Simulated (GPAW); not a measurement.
# Geometry or basis: what sets the conductance of CO in line between two Mo chains, part 2 of 2

Aim: the conductance of CO in line between two Mo chains after relaxation, and whether geometry, basis or functional moves it most.

GPAW 26.7.0; GPAW LCAO, PAW setups; relaxation of the junction within the symmetry of its start, lead ends held (the session's first sound run).

So far, transmission at the Fermi level (one spin): step 3 (double-zeta polarised basis) 1.19; step 4 (basis szp(dzp)) 1.24; step 5 (basis sz(dzp)) 1.30.

### 6. RPBE in the dzp basis: xc = "RPBE"

Level of this step: GPAW LCAO, PAW setups; Landauer transmission from Green's functions with principal layers (ASE), zero bias (GPAW).

Back in the dzp basis, the functional changes from PBE to RPBE, to set the spread between functionals beside that between bases.

run.py

```python
import json
import numpy as np
from ase import Atoms
from ase.transport.calculators import TransportCalculator
from gpaw import GPAW, FermiDirac
from gpaw.lcao.tools import get_lcao_hamiltonian
from scipy.linalg import eigh

# The junction with lead layers at both ends, along the third cell vector
device = Atoms(
    ['Mo', 'Mo', 'Mo', 'Mo', 'Mo', 'Mo', 'Mo', 'Mo', 'C', 'O', 'Mo', 'Mo', 'Mo', 'Mo', 'Mo', 'Mo', 'Mo', 'Mo'],
    positions=[
        [4.50000, 4.50000, 1.12500],
        [4.50000, 4.50000, 3.37500],
        [4.50000, 4.50000, 5.62500],
        [4.50000, 4.50000, 7.87500],
        [4.50000, 4.50000, 10.12500],
        [4.50000, 4.50000, 12.37500],
        [4.50000, 4.50000, 14.62500],
        [4.50000, 4.50000, 16.65782],
        [4.50000, 4.50000, 18.50271],
        [4.50000, 4.50000, 19.71566],
        [4.50000, 4.50000, 21.64598],
        [4.50000, 4.50000, 23.63470],
        [4.50000, 4.50000, 25.88470],
        [4.50000, 4.50000, 28.13470],
        [4.50000, 4.50000, 30.38470],
        [4.50000, 4.50000, 32.63470],
        [4.50000, 4.50000, 34.88470],
        [4.50000, 4.50000, 37.13470]],
    cell=[[9.0, 0.0, 0.0], [0.0, 9.0, 0.0], [0.0, 0.0, 38.2597]],
    pbc=True)

# One principal layer of the lead: the first 5 atoms of the device
lead = Atoms(
    ['Mo', 'Mo', 'Mo', 'Mo', 'Mo'],
    positions=[
        [4.50000, 4.50000, 1.12500],
        [4.50000, 4.50000, 3.37500],
        [4.50000, 4.50000, 5.62500],
        [4.50000, 4.50000, 7.87500],
        [4.50000, 4.50000, 10.12500]],
    cell=[[9.0, 0.0, 0.0], [0.0, 9.0, 0.0], [0.0, 0.0, 11.25]],
    pbc=True)

settings = dict(mode='lcao', basis='dzp', xc='RPBE', h=0.18,
                occupations=FermiDirac(0.1), maxiter=250,
                mixer=dict(beta=0.1, nmaxold=8, weight=100.0),
                convergence=dict(density=0.0001))
energies = np.arange(-2, 2 + 1e-9, 0.025)
eta = 0.0001
n1, n2 = 1, 1
# k and -k transmit alike, so half of the mesh across the current serves
mesh = [(i, j) for i in range(n1) for j in range(n2) if (i, j) <= (-i % n1, -j % n2)]
weights = np.array([1 if (i, j) == (-i % n1, -j % n2) else 2 for i, j in mesh]) / (n1 * n2)

# [... helper functions left out ...]
fermi_lead = ground_state(lead, (1, 1, 10), 'lead.txt')
fermi_device = ground_state(device, (1, 1, 2), 'device.txt')
# [... loop over the mesh left out, but for ...]
        # Shift the lead onto the potential of the device's first layer
        shift = ((H[:, 0, 0] - H0[:, 0, 0]) / S0[0, 0]).real.mean()
# [...]
kT = 8.617333e-5 * 300
bias = [0.1, 0.2, 0.5, 1.0, 1.5, 2.0]
# [... integrals and printing left out ...]
```

Launch:

```bash
$ OMP_NUM_THREADS=1 OPENBLAS_NUM_THREADS=1 python run.py
```

What it wrote:

```text
basis functions: device 490, principal layer 145
Fermi level: lead -2.6508 eV, device -2.5949 eV; lead shifted by -0.0183 eV
largest coupling past the next layer 2.83e-05 eV, largest misfit of the first layer 0.044 eV
  E-E_F (eV)   T (one spin)  [channel counts left out]
    -2.000    2.9855e-01
    -1.975    2.9649e-01
    -1.950    2.9420e-01
[...]
1.975    1.6234e-01
     2.000    1.6740e-01
conductance at 300 K: 1.1656 G0 a cell; thermopower -4.326 uV/K
current from the zero-bias T(E) at 0.1 V: 9.0267 uA
current from the zero-bias T(E) at 0.2 V: 18.026 uA
current from the zero-bias T(E) at 0.5 V: 44.598 uA
current from the zero-bias T(E) at 1.0 V: 86.095 uA
current from the zero-bias T(E) at 1.5 V: 122.67 uA
current from the zero-bias T(E) at 2.0 V: 154.04 uA
```

Run time: 8.5 min. Hardware: 1 thread of Arm Neoverse V1, shared host; peak memory 2.3 GiB.

Numbers from this step:

```
conductance                                    : 1.166 G₀
largest coupling past the next principal layer : 2.83e-5 eV
largest misfit of the first principal layer    : 0.04402 eV
shift that aligns the lead                     : -0.01830 eV
basis functions of the junction                : 490
basis functions of a principal layer           : 145
transmission at the Fermi level (one spin)     : 1.167
```

One spin. Transmission, zone mean against energy, zero at the Fermi level:

energy (eV), transmission, zone mean and a bar from the least value:
```
   -2.000       0.30 ####
   -1.800       0.28 ###
   -1.600       0.26 ##
   -1.400       0.32 ####
   -1.200       0.40 ######
   -1.000       0.49 #########
   -0.800       0.60 ############
   -0.600       0.71 ###############
   -0.400       0.85 ##################
   -0.200       1.01 #######################
    0.000       1.17 ###########################
    0.200       1.27 ##############################
    0.300       1.28 ##############################
    0.400       1.27 ##############################
    0.600       1.20 ############################
    0.800       1.10 #########################
    1.000       1.00 ######################
    1.200       0.89 ###################
    1.400       0.78 ################
    1.600       0.68 ##############
    1.800       0.50 #########
    2.000       0.17
```

The conductance, 1.17 G₀, lies 1.6 % below that of the dzp run.

### 7. The structure as built: geometry = "as built"

The dzp basis with PBE on the structure as first built shows what the relaxation was worth.

Changes to run.py since step 6:

```diff
@@ -19,6 +19,6 @@
         [4.50000, 4.50000, 14.62500],
-        [4.50000, 4.50000, 16.65782],
-        [4.50000, 4.50000, 18.50271],
-        [4.50000, 4.50000, 19.71566],
-        [4.50000, 4.50000, 21.64598],
+        [4.50000, 4.50000, 16.87500],
+        [4.50000, 4.50000, 18.60490],
+        [4.50000, 4.50000, 19.76490],
+        [4.50000, 4.50000, 21.38470],
         [4.50000, 4.50000, 23.63470],
@@ -45,3 +45,3 @@
 
-settings = dict(mode='lcao', basis='dzp', xc='RPBE', h=0.18,
+settings = dict(mode='lcao', basis='dzp', xc='PBE', h=0.18,
                 occupations=FermiDirac(0.1), maxiter=250,
```

What it wrote:

```text
basis functions: device 490, principal layer 145
Fermi level: lead -2.7415 eV, device -2.7421 eV; lead shifted by -0.0233 eV
largest coupling past the next layer 2.80e-05 eV, largest misfit of the first layer 0.046 eV
  E-E_F (eV)   T (one spin)  [channel counts left out]
    -2.000    1.6197e+00
    -1.975    1.6220e+00
    -1.950    1.6242e+00
[...]
1.975    3.0416e-01
     2.000    8.8555e-02
conductance at 300 K: 1.8131 G0 a cell; thermopower -0.1521 uV/K
current from the zero-bias T(E) at 0.1 V: 14.046 uA
current from the zero-bias T(E) at 0.2 V: 28.082 uA
current from the zero-bias T(E) at 0.5 V: 70.037 uA
current from the zero-bias T(E) at 1.0 V: 139.11 uA
current from the zero-bias T(E) at 1.5 V: 207 uA
current from the zero-bias T(E) at 2.0 V: 274.01 uA
```

It took 8.7 min on 1 thread; peak memory 2.3 GiB.

Numbers from this step:

| Item | Value |
| --- | --- |
| conductance | 1.813 G₀ |
| largest coupling past the next principal layer | 2.80e-5 eV |
| largest misfit of the first principal layer | 0.04559 eV |
| shift that aligns the lead | -0.02331 eV |
| transmission at the Fermi level (one spin) | 1.814 |

One spin. Table of transmission, zone mean by energy, zero at the Fermi level:

energy (eV), transmission, zone mean and a bar:
```
   -2.000       1.62 ###########################
   -1.900       1.63 ###########################
   -1.800       1.64 ###########################
   -1.700       1.64 ###########################
   -1.600       1.65 ###########################
   -1.500       1.66 ###########################
   -1.400       1.67 ###########################
   -1.300       1.68 ############################
   -1.200       1.69 ############################
   -1.100       1.70 ############################
   -1.000       1.71 ############################
   -0.900       1.71 ############################
   -0.800       1.72 ############################
   -0.700       1.73 #############################
   -0.600       1.75 #############################
   -0.500       1.76 #############################
   -0.400       1.77 #############################
   -0.300       1.79 #############################
   -0.200       1.80 ##############################
   -0.100       1.81 ##############################
    0.000       1.81 ##############################
    0.075       1.82 ##############################
    0.100       1.81 ##############################
    0.200       1.81 ##############################
    0.300       1.80 ##############################
    0.400       1.79 ##############################
    0.500       1.77 #############################
    0.600       1.76 #############################
    0.700       1.75 #############################
    0.800       1.75 #############################
    0.900       1.74 #############################
    1.000       1.74 #############################
    1.100       1.74 #############################
    1.200       1.73 #############################
    1.300       1.72 ############################
    1.400       1.71 ############################
    1.500       1.70 ############################
    1.600       1.69 ############################
    1.700       1.68 ############################
    1.800       1.62 ###########################
    1.900       1.35 ######################
    2.000       0.09
```

The conductance, 1.81 G₀, lies 53 % above that of the dzp run.

### 8. Cost and result by level

Times are for 1 thread of Arm Neoverse V1, shared host. The runs compared:

| no. | run | conductance (G₀) | time | memory (GiB) |
| --- | --- | --- | --- | --- |
| 1 | dzp | 1.185 | 8.3 min | 2.3 |
| 2 | szp | 1.239 | 5.2 min | 2.2 |
| 3 | sz | 1.298 | 3.2 min | 2.0 |
| 4 | dzp RPBE | 1.166 | 8.5 min | 2.3 |
| 5 | asbuilt | 1.813 | 8.7 min | 2.3 |

### 9. The levels side by side

The curves are compared point by point over the common energies.

This step: comparison of transmission and cost over codes, levels and geometry (GPAW 26.7.0).

Ladder, by row:

| step | code | T at the Fermi level (sum over the listed spins) | conductance (G0) | r.m.s. T(E) from the first | wall time (s) | peak memory (GiB) | threads |
| --- | --- | --- | --- | --- | --- | --- | --- |
| dzp | GPAW | 1.186 | 1.185 | 0 | 496.3 | 2.28 | 1 |
| szp | GPAW | 1.241 | 1.238 | 0.1054 | 312.8 | 2.16 | 1 |
| sz | GPAW | 1.3 | 1.298 | 0.1295 | 194.9 | 2.05 | 1 |
| dzp-RPBE | GPAW | 1.167 | 1.166 | 0.01087 | 507.9 | 2.28 | 1 |
| asbuilt | GPAW | 1.814 | 1.813 | 0.9912 | 521.9 | 2.28 | 1 |

Transmission, zone mean, sum over the listed spins against energy, zero at the Fermi level:

```csv
energy (eV),dzp,szp,sz,dzp-RPBE,asbuilt
-2.000,0.298,0.299,0.314,0.299,1.62
-1.800,0.274,0.297,0.320,0.276,1.64
-1.600,0.257,0.301,0.335,0.258,1.65
-1.400,0.321,0.324,0.363,0.318,1.67
-1.200,0.398,0.418,0.458,0.396,1.69
-1.000,0.493,0.516,0.565,0.489,1.71
-0.800,0.605,0.625,0.684,0.596,1.72
-0.600,0.728,0.748,0.816,0.715,1.75
-0.400,0.869,0.898,0.972,0.851,1.77
-0.200,1.03,1.07,1.15,1.01,1.80
0.000,1.19,1.24,1.30,1.17,1.81
0.200,1.29,1.34,1.38,1.27,1.81
0.275,1.30,1.35,1.39,1.28,1.80
0.300,1.30,1.35,1.38,1.28,1.80
0.400,1.29,1.33,1.37,1.27,1.79
0.600,1.21,1.26,1.28,1.20,1.76
0.800,1.11,1.16,1.18,1.10,1.75
1.000,1.00,1.06,1.07,1.00,1.74
1.200,0.891,0.966,0.976,0.891,1.73
1.400,0.773,0.872,0.885,0.775,1.71
1.600,0.672,0.792,0.804,0.676,1.69
1.800,0.502,0.737,0.743,0.501,1.62
2.000,0.149,0.614,0.692,0.167,0.0886
```

### 10. Mixing 0.02, potential alignment off: beta = 0.02, nmaxold = 3 and align = false

Mixing changes the road to self-consistency, not its end. The mixing history changes the road to self-consistency, not its end. Without the shift, lead and junction are matched by their Fermi levels alone.

This step: GPAW LCAO, PAW setups; Landauer transmission from Green's functions with principal layers (ASE), zero bias (GPAW 26.7.0).

Changes to run.py since step 7:

```diff
@@ -19,6 +19,6 @@
         [4.50000, 4.50000, 14.62500],
-        [4.50000, 4.50000, 16.87500],
-        [4.50000, 4.50000, 18.60490],
-        [4.50000, 4.50000, 19.76490],
-        [4.50000, 4.50000, 21.38470],
+        [4.50000, 4.50000, 16.65782],
+        [4.50000, 4.50000, 18.50271],
+        [4.50000, 4.50000, 19.71566],
+        [4.50000, 4.50000, 21.64598],
         [4.50000, 4.50000, 23.63470],
@@ -47,3 +47,3 @@
                 occupations=FermiDirac(0.1), maxiter=250,
-                mixer=dict(beta=0.1, nmaxold=8, weight=100.0),
+                mixer=dict(beta=0.02, nmaxold=3, weight=100.0),
                 convergence=dict(density=0.0001))
@@ -60,4 +60,4 @@
 # [... loop over the mesh left out, but for ...]
-        # Shift the lead onto the potential of the device's first layer
-        shift = ((H[:, 0, 0] - H0[:, 0, 0]) / S0[0, 0]).real.mean()
+        # Lead and device are aligned by their Fermi levels alone
+        shift = 0.0
 # [...]
```

What it wrote:

```text
basis functions: device 490, principal layer 145
Fermi level: lead -2.7421 eV, device -2.6870 eV; lead shifted by 0.0000 eV
largest coupling past the next layer 2.80e-05 eV, largest misfit of the first layer 0.044 eV
  E-E_F (eV)   T (one spin)  [channel counts left out]
    -2.000    2.9886e-01
    -1.975    2.9795e-01
    -1.950    2.9678e-01
    -1.925    2.9536e-01
    -1.900    2.9365e-01
    -1.875    2.9167e-01
    -1.850    2.8939e-01
    -1.825    2.8683e-01
    -1.800    2.8402e-01
    -1.775    2.8101e-01
    -1.750    2.7794e-01
    -1.725    2.7526e-01
    -1.700    2.5124e-01
    -1.675    2.6635e-01
    -1.650    2.6438e-01
    -1.625    2.6286e-01
[...]
1.825    4.7376e-01
     1.850    4.3204e-01
     1.875    3.8428e-01
     1.900    3.3107e-01
     1.925    2.7430e-01
     1.950    2.1833e-01
     1.975    1.7181e-01
     2.000    1.4843e-01
conductance at 300 K: 1.1807 G0 a cell; thermopower -4.246 uV/K
current from the zero-bias T(E) at 0.1 V: 9.1435 uA
current from the zero-bias T(E) at 0.2 V: 18.261 uA
current from the zero-bias T(E) at 0.5 V: 45.197 uA
current from the zero-bias T(E) at 1.0 V: 87.297 uA
current from the zero-bias T(E) at 1.5 V: 124.3 uA
current from the zero-bias T(E) at 2.0 V: 155.91 uA
```

It took 18 min on 1 thread; peak memory 2 GiB.

This step gave:

* conductance: 1.181 G₀
* largest misfit of the first principal layer: 0.04394 eV
* shift that aligns the lead: 0 eV
* transmission at the Fermi level (one spin): 1.182

One spin. Table of transmission, zone mean by energy, zero at the Fermi level:

| energy (eV) | transmission, zone mean |
| --- | --- |
| -2.000 | 0.299 |
| -1.900 | 0.294 |
| -1.800 | 0.284 |
| -1.700 | 0.251 |
| -1.600 | 0.262 |
| -1.500 | 0.283 |
| -1.400 | 0.321 |
| -1.300 | 0.356 |
| -1.200 | 0.394 |
| -1.100 | 0.439 |
| -1.000 | 0.492 |
| -0.900 | 0.548 |
| -0.800 | 0.606 |
| -0.700 | 0.668 |
| -0.600 | 0.732 |
| -0.500 | 0.799 |
| -0.400 | 0.871 |
| -0.300 | 0.947 |
| -0.200 | 1.03 |
| -0.100 | 1.11 |
| 0.000 | 1.18 |
| 0.100 | 1.24 |
| 0.200 | 1.28 |
| 0.300 | 1.30 |
| 0.400 | 1.29 |
| 0.500 | 1.25 |
| 0.600 | 1.21 |
| 0.700 | 1.16 |
| 0.800 | 1.11 |
| 0.900 | 1.06 |
| 1.000 | 1.01 |
| 1.100 | 0.952 |
| 1.200 | 0.895 |
| 1.300 | 0.835 |
| 1.400 | 0.775 |
| 1.500 | 0.719 |
| 1.600 | 0.667 |
| 1.700 | 0.607 |
| 1.800 | 0.510 |
| 1.900 | 0.331 |
| 2.000 | 0.148 |

Not self-consistent under bias; the bias window is split evenly. The current through one cell, from the zero-bias transmission by bias:

```csv
bias (V),"current through one cell, from the zero-bias transmission (μA)"
0.100,9.14
0.200,18.3
0.500,45.2
1.000,87.3
1.500,124
2.000,156
```

Table of transmission of the three most open eigenchannels by energy, zero at the Fermi level:

```csv
energy (eV),channel 1,channel 2,channel 3
-2.000,0.110,0.110,0.0779
-1.900,0.113,0.113,0.0673
-1.800,0.117,0.117,0.0501
-1.700,0.112,0.112,0.0267
-1.600,0.129,0.129,0.00457
-1.500,0.139,0.139,0.00594
-1.400,0.151,0.151,0.0188
-1.300,0.166,0.166,0.0226
-1.200,0.185,0.185,0.0229
-1.100,0.207,0.207,0.0245
-1.000,0.232,0.232,0.0268
-0.900,0.260,0.260,0.0281
-0.800,0.289,0.289,0.0281
-0.700,0.320,0.320,0.0278
-0.600,0.351,0.351,0.0279
-0.500,0.385,0.385,0.0287
-0.400,0.420,0.420,0.0302
-0.300,0.457,0.457,0.0321
-0.200,0.496,0.496,0.0344
-0.100,0.535,0.535,0.0362
0.000,0.572,0.572,0.0378
0.100,0.602,0.602,0.0392
0.200,0.621,0.621,0.0405
0.300,0.627,0.627,0.0419
0.400,0.620,0.620,0.0434
0.500,0.603,0.603,0.0454
0.600,0.579,0.579,0.0477
0.700,0.552,0.552,0.0504
0.800,0.525,0.525,0.0535
0.900,0.498,0.498,0.0570
1.000,0.470,0.470,0.0608
1.100,0.442,0.442,0.0648
1.200,0.411,0.411,0.0690
1.300,0.378,0.378,0.0736
1.400,0.345,0.345,0.0787
1.500,0.314,0.314,0.0845
1.600,0.284,0.284,0.0914
1.700,0.249,0.249,0.0996
1.800,0.195,0.195,0.110
1.900,0.121,0.0989,0.0989
2.000,0.135,0.0135,1.2e-7
```

The conductance, 1.18 G₀, lies 0.3 % below that of the dzp run.

### 11. Results

| Property | Result |
| --- | --- |
| conductance | 1.18 G₀ |
| transmission at the Fermi level, mean of the spins | 1.19 |

What this shows: In the dzp basis the junction conducts 1.18 G₀ at 300 K, with T = 1.19 a spin at the Fermi level; the sz basis reaches that conductance within 10 %. Relaxation moved atoms by up to 0.26 Å and took the conductance from 1.81 to 1.18 G₀, as a ratio a larger change than the step from dzp to the minimal basis. At the Fermi level the three most open eigenchannels pass 0.57, 0.57 and 0.038. Measured against the first run (dzp), the nearest curve is that of dzp-RPBE (r.m.s. 0.011) and the farthest that of asbuilt (0.99). Over the compared runs wall time goes from 195 s (sz) to 522 s (asbuilt), on a shared host. The leads kept an estimated spacing and the cell its length, so the junction may be under some tension or compression. The geometry comes from the orbital basis, which tends to overbind, and kept the symmetry of the start, so a structure of lower symmetry may lie lower. The run had no spin polarisation, so a magnetic state, which chains and small molecules with open shells often have, wasn't tested. An evenly spaced straight chain is an idealisation: free chains tend to dimerise, zigzag or, where a band edge lies near the Fermi level, turn magnetic. The currents use the zero-bias T(E) throughout, which holds only while the bias is small against the distance to the nearest feature. The thermopower isn't quoted: it samples T(E) farther from the Fermi level than the conductance does, and the energy grid wasn't tested for it.

[Logs are printed without paths, hosts, clocks, repeated set-up lines and the standing remarks that a program may print on its own settings, such as how far it seeks lower states.]

[Hosts, paths, dates, database ids (printed as entryN), source tags and the programs' standing remarks are cut or masked in the printed files.]
